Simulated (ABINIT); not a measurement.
# TiO2 (Rutile): G0W0 with ABINIT, start to end, part 3 of 3

Wanted: ground state, empty states, screening and self-energy for TiO2 (Rutile).

ABINIT 10.8.3; PBE and many-body steps on it, plane waves. Known limits of the many-body steps: not at the basis limit; coarse k mesh.

So far. Step 4 (Empty states on the mesh, 2×2×4 mesh, 494 bands): On this mesh the gap is 1.917 eV. Step 5 (Screening, 2×2×4 mesh, 486 bands, screening to 274.8 eV): Local fields lower ε∞ by 5 %. On a Γ-centred mesh this coarse the value itself is usually too large, while a short band sum pulls it down.

**6. Self-energy, 2×2×4 mesh, 486 bands, screening to 274.8 eV**

The self-energy is evaluated for the states that the input lists, and the levels follow from it, in one-shot runs by the linearised quasiparticle equation.

This step: G0W0 on PBE, plane waves, norm-conserving pseudopotentials.

File run.abi:

```
acell 3*1.0 Angstrom
rprim 
  4.592200000000 0.000000000000 0.000000000000
  0.000000000000 4.592200000000 0.000000000000
  0.000000000000 0.000000000000 2.957400000000
ntypat 2
znucl 22 8
natom 6
typat 1 1 2 2 2 2
xred 
  0.000000000000 0.000000000000 0.000000000000
  0.500000000000 0.500000000000 0.500000000000
  0.304960000000 0.304960000000 0.000000000000
  0.195040000000 0.804960000000 0.500000000000
  0.695040000000 0.695040000000 0.000000000000
  0.804960000000 0.195040000000 0.500000000000
pp_dirpath "pseudos"
pseudos "Ti.upf, O.upf"
ecut 38
ngkpt 2 2 4
nshiftk 1
shiftk 0 0 0
kptopt 1
chksymbreak 0
istwfk *1
occopt 1
irdwfk 1
optdriver 4
nband 486
gwcalctyp 0
ecutsigx 38
symsigma 1
nkptgw 6
kptgw 
  0.0000000000 0.0000000000 0.0000000000
  0.5000000000 0.0000000000 0.0000000000
  0.5000000000 0.5000000000 0.0000000000
  0.0000000000 0.0000000000 0.5000000000
  0.5000000000 0.0000000000 0.5000000000
  0.5000000000 0.5000000000 0.5000000000
bdgw 
  22 26
  23 26
  23 26
  23 26
  23 26
  23 26
ecuteps 10.1
irdscr 1
ppmodel 1
indata_prefix "in"
outdata_prefix "out"
tmpdata_prefix "tmp"
```

Run with:

```
OMP_NUM_THREADS=1 mpirun -n 8 abinit run.abi > log
```

Numbers of over 12 decimals in the logs are rounded to 6 here.

Log:

```text
.Version 10.8.3 of ABINIT. v10.8.2 released Aug 2026.

 Symmetries : space group P4_2/m n m (#136); Bravais tP (primitive tetrag.)
[... echo of the input left out ...]
== DATASET  1 ==================================================================
-   mpi_nproc: 8, omp_nthreads: 1 (-1 if OMP is not activated)

--- !DatasetInfo
iteration_state: {dtset: 1, }
dimensions: {natom: 6, nkpt: 9, mband: 486, nsppol: 1, nspinor: 1, nspden: 1, mpw: 4748, }
cutoff_energies: {ecut:  38.0, pawecutdg:  -1.0, }
electrons: {nelect:   4.80000000E+01, charge:   0.00000000E+00, occopt:   1.00000000E+00, tsmear:   1.00000000E-02, }

 SIGMA: Calculation of the GW corrections

 Based on a program developped by R.W. Godby, V. Olevano, G. Onida, and L. Reining.
 Incorporated in ABINIT by V. Olevano, G.-M. Rignanese, and M. Torrent.
.Using double precision arithmetic ; gwpc =  8

[... cell and pseudopotentials left out ...]
--------------------------------------------------------------------------------

 ==== K-mesh for the wavefunctions ====
 Number of points in the irreducible wedge :     9
[... list of points left out ...]
 Together with 16 symmetry operations and time-reversal symmetry
 yields    16 points in the full Brillouin Zone.

 ==== Q-mesh for screening function ====
 Number of points in the irreducible wedge :     9
[... list of points left out ...]
 Together with 16 symmetry operations and time-reversal symmetry
 yields    16 points in the full Brillouin Zone.

 vcoul_init : cutoff-mode = AUXILIARY_FUNCTION
 q-points for optical limit:   1
     1)      0.000010    0.000020    0.000030
 setmesh: FFT mesh size selected  =    50x   50x   32
          total number of points  =        80000

 Number of electrons calculated from density =   48.0000; Expected =   48.0000
 average of density, n =  0.114049
 r_s =    1.2792
 omega_plasma =   32.5763 [eV]

 === KS Band Gaps ===
  >>>> For spin  1
   Minimum direct gap =   1.9166 [eV], located at k-point      :   0.0000  0.0000  0.0000
   Fundamental gap    =   1.9166 [eV], Top of valence bands at :   0.0000  0.0000  0.0000
                                       Bottom of conduction at :   0.0000  0.0000  0.0000
 SIGMA fundamental parameters:
 PLASMON POLE MODEL  1
 number of plane-waves for SigmaX                 4679
 number of plane-waves for SigmaC and W            623
 number of plane-waves for wavefunctions          4679
 number of bands                                   486
 number of independent spin polarizations            1
 number of spinorial components                      1
 number of k-points in IBZ                           9
 number of q-points in IBZ                           9
 number of symmetry operations                      16
 number of k-points in BZ                           16
 number of q-points in BZ                           16
 number of frequencies for dSigma/dE                 9
 frequency step for dSigma/dE [eV]                0.25
 number of omega for Sigma on real axis              0
 max omega for Sigma on real axis  [eV]           0.00
 zcut for avoiding poles [eV]                     0.10

 EPSILON^-1 parameters (SCR file):
 dimension of the eps^-1 matrix on file            623
 dimension of the eps^-1 matrix used               623
 number of plane-waves for wavefunctions          4679
 number of bands                                   486
 number of q-points in IBZ                           9
 number of frequencies                               2
 number of real frequencies                          1
 number of imag frequencies                          1

 matrix elements of self-energy operator (all in [eV])

 Perturbative Calculation

--- !SelfEnergy_ee
iteration_state: {dtset: 1, }
kpoint     : [   0.000,    0.000,    0.000, ]
spin       : 1
KS_gap     :    1.917
QP_gap     :    3.265
Delta_QP_KS:    1.349
data: !SigmaeeData |
     Band     E0 <VxcDFT>   SigX SigC(E0)      Z dSigC/dE  Sig(E)    E-E0       E
       22   5.208 -20.680 -25.200   4.320   0.764  -0.309 -20.833  -0.153   5.055
       23   5.208 -20.680 -25.200   4.320   0.764  -0.309 -20.833  -0.153   5.055
       24   5.660 -20.454 -24.998   4.401   0.758  -0.320 -20.563  -0.108   5.551
       25   7.576 -20.141 -11.955  -6.583   0.774  -0.292 -18.901   1.240   8.817
       26   7.879 -19.770 -11.944  -6.326   0.775  -0.290 -18.607   1.163   9.042

--- !SelfEnergy_ee
iteration_state: {dtset: 1, }
kpoint     : [   0.500,    0.000,    0.000, ]
spin       : 1
KS_gap     :    3.328
QP_gap     :    4.753
Delta_QP_KS:    1.425
data: !SigmaeeData |
     Band     E0 <VxcDFT>   SigX SigC(E0)      Z dSigC/dE  Sig(E)    E-E0       E
       23   4.918 -19.686 -24.521   4.547   0.758  -0.319 -19.904  -0.218   4.699
       24   4.918 -19.686 -24.521   4.547   0.758  -0.319 -19.904  -0.218   4.699
       25   8.246 -20.387 -12.377  -6.440   0.768  -0.302 -19.181   1.206   9.452
       26   8.246 -20.387 -12.377  -6.440   0.768  -0.302 -19.181   1.206   9.452

--- !SelfEnergy_ee
iteration_state: {dtset: 1, }
kpoint     : [   0.500,    0.500,    0.000, ]
spin       : 1
KS_gap     :    3.020
QP_gap     :    4.491
Delta_QP_KS:    1.472
data: !SigmaeeData |
     Band     E0 <VxcDFT>   SigX SigC(E0)      Z dSigC/dE  Sig(E)    E-E0       E
       23   4.598 -20.391 -25.062   4.348   0.767  -0.304 -20.639  -0.248   4.350
[...]
--- !SelfEnergy_ee
iteration_state: {dtset: 1, }
kpoint     : [   0.000,    0.000,    0.500, ]
spin       : 1
KS_gap     :    4.431
QP_gap     :    5.962
Delta_QP_KS:    1.531
data: !SigmaeeData |
     Band     E0 <VxcDFT>   SigX SigC(E0)      Z dSigC/dE  Sig(E)    E-E0       E
[...]
--- !SelfEnergy_ee
iteration_state: {dtset: 1, }
kpoint     : [   0.500,    0.000,    0.500, ]
spin       : 1
KS_gap     :    2.985
QP_gap     :    4.366
Delta_QP_KS:    1.381
data: !SigmaeeData |
     Band     E0 <VxcDFT>   SigX SigC(E0)      Z dSigC/dE  Sig(E)    E-E0       E
[...]
26   7.613 -19.684 -11.740  -6.490   0.773  -0.294 -18.561   1.124   8.736

--- !SelfEnergy_ee
iteration_state: {dtset: 1, }
kpoint     : [   0.500,    0.500,    0.500, ]
spin       : 1
KS_gap     :    3.309
QP_gap     :    4.688
Delta_QP_KS:    1.379
data: !SigmaeeData |
     Band     E0 <VxcDFT>   SigX SigC(E0)      Z dSigC/dE  Sig(E)    E-E0       E
       23   4.983 -20.397 -25.125   4.433   0.762  -0.312 -20.622  -0.225   4.759
       24   4.983 -20.397 -25.125   4.433   0.762  -0.312 -20.622  -0.225   4.759
       25   8.293 -20.396 -12.466  -6.419   0.764  -0.310 -19.242   1.154   9.447
       26   8.293 -20.396 -12.466  -6.419   0.764  -0.310 -19.242   1.154   9.447

== END DATASET(S) ==============================================================
================================================================================

 -outvars: echo values of variables after computation  --------
           etotal      0.0000000000E+00
            nband         486
             nkpt           9
          spgroup         136
 [... the other variables as echoed above ...]

 Calculation completed.
```

Elapsed: 4 min, on 8 MPI ranks of Arm Neoverse V2, shared host; peak memory 5.3 GiB.

Numbers from this step:

- G0W0 gap on the mesh: 3.185 eV
- starting gap on the mesh: 1.917 eV
- k of the valence top: 0, 0, 0
- k of the conduction bottom: 0.5, 0, 0.5
- Z at the valence top: 0.758
- Z at the conduction bottom: 0.773
- least direct G0W0 gap on the computed points: 3.266 eV

The gap on the mesh goes from 1.92 eV to 3.19 eV, a correction of +1.27 eV.

Limits: finite bands, cutoff and mesh; coarse k mesh. v1 is the top filled band, c1 the lowest empty one. The levels before and after the correction (eV, zero at the valence-band top of each column):

```csv
,conduction bottom,valence top
Kohn-Sham,1.92,0.00
G0W0,3.19,0.00
```

```csv
,level,energy (eV)
Kohn-Sham,Γ v3-v2,-0.452
Kohn-Sham,Γ v1,0.000
Kohn-Sham,Γ c1,1.917
Kohn-Sham,Γ c2,2.219
Kohn-Sham,(0.5 0 0.5) v2-v1,-1.032
Kohn-Sham,(0.5 0 0.5) c1-c2,1.953
G0W0,Γ v3-v2,-0.496
G0W0,Γ v1,0.000
G0W0,Γ c1,3.266
G0W0,Γ c2,3.491
G0W0,(0.5 0 0.5) v2-v1,-1.180
G0W0,(0.5 0 0.5) c1-c2,3.185
```

**7. Where the time went**

Times are wall times on 8 MPI ranks of Arm Neoverse V2, shared host, good to a factor of about two.

```csv
step,time,share,memory (GiB)
ground state,33 s,5 %,0.64
bands along the symmetry lines,27 s,4 %,0.69
empty states on the mesh,2.4 min,21 %,10
screening,4 min,35 %,4.8
self-energy,4 min,35 %,5.3
```

**8. Summary of results**

```
PBE gap              : 1.92 eV, direct
G0W0 gap on the mesh : 3.19 eV
GW settings          : 2×2×4 mesh, 486 bands, screening to 274.8 eV, Godby-Needs plasmon pole
known limits         : not at the basis limit; coarse k mesh
```

G0W0 moves the gap on the mesh from 1.92 eV to 3.19 eV (+1.27 eV), with Z of 0.76 and 0.77 at the edges. Local fields lower the RPA ε∞ on this mesh from 9.34 to 8.88; a Γ-centred mesh this coarse tends to raise both, most where the direct gap is narrow, while a short band sum lowers them. G0W0 makes the gap indirect: the least direct gap computed is 3.27 eV. Against experiment, by G0W0@PBE: the direct gap of 3.27 eV lies +0.24 eV from the measured 3.03 eV (direct, 1.6 K, quoted 2020); the gap of 3.19 eV lies +0.10 eV from the measured 3.09 ± 0.06 eV (indirect, on SiO2 (quartz particles), 2024); the gap of 3.19 eV lies −0.09 eV from the measured 3.28 eV (optical, 2023); the gap of 3.19 eV lies +0.14 eV from the measured 3.05 eV (kind not stated, quoted 2021). An exciton line or allowed optical edge lies below the quasiparticle gap by the binding energy; a forbidden edge can push the onset above it. The calculation has static nuclei and no excitons; a measured gap holds zero-point and thermal motion, which mostly lowers it. Bands and cutoff are finite, so the gap is not at the basis limit. The miss can reach some tenths of an eV and take either sign; the mesh is an error of its own. The 2×2×4 mesh is coarse for this cell, which bears on the long-range parts of exchange and screening.

[Paths, hosts, dates, memory and timing lines, banners, echoed tables and standing remarks are left out of the program output.]

[Logs are printed without paths, hosts, clocks, repeated set-up lines and the standing remarks that a program may print on its own settings, such as how far it seeks lower states.]

[Runs of the session that timed out or met a known fault of the program may be left out.]

[Hosts, paths, dates, database ids (printed as entryN), source tags and the programs' standing remarks are cut or masked in the printed files.]

[G0W0 gaps are taken among the corrected bands and points alone; a level outside them can change the order at an edge.]

[Where Ansatz stands beside ABINIT at settings called matched, ABINIT's density can come from a denser mesh and the files from another edition; pairs whose starting gaps differed by over 0.03 eV were left out, so agreement reads better than it is.]
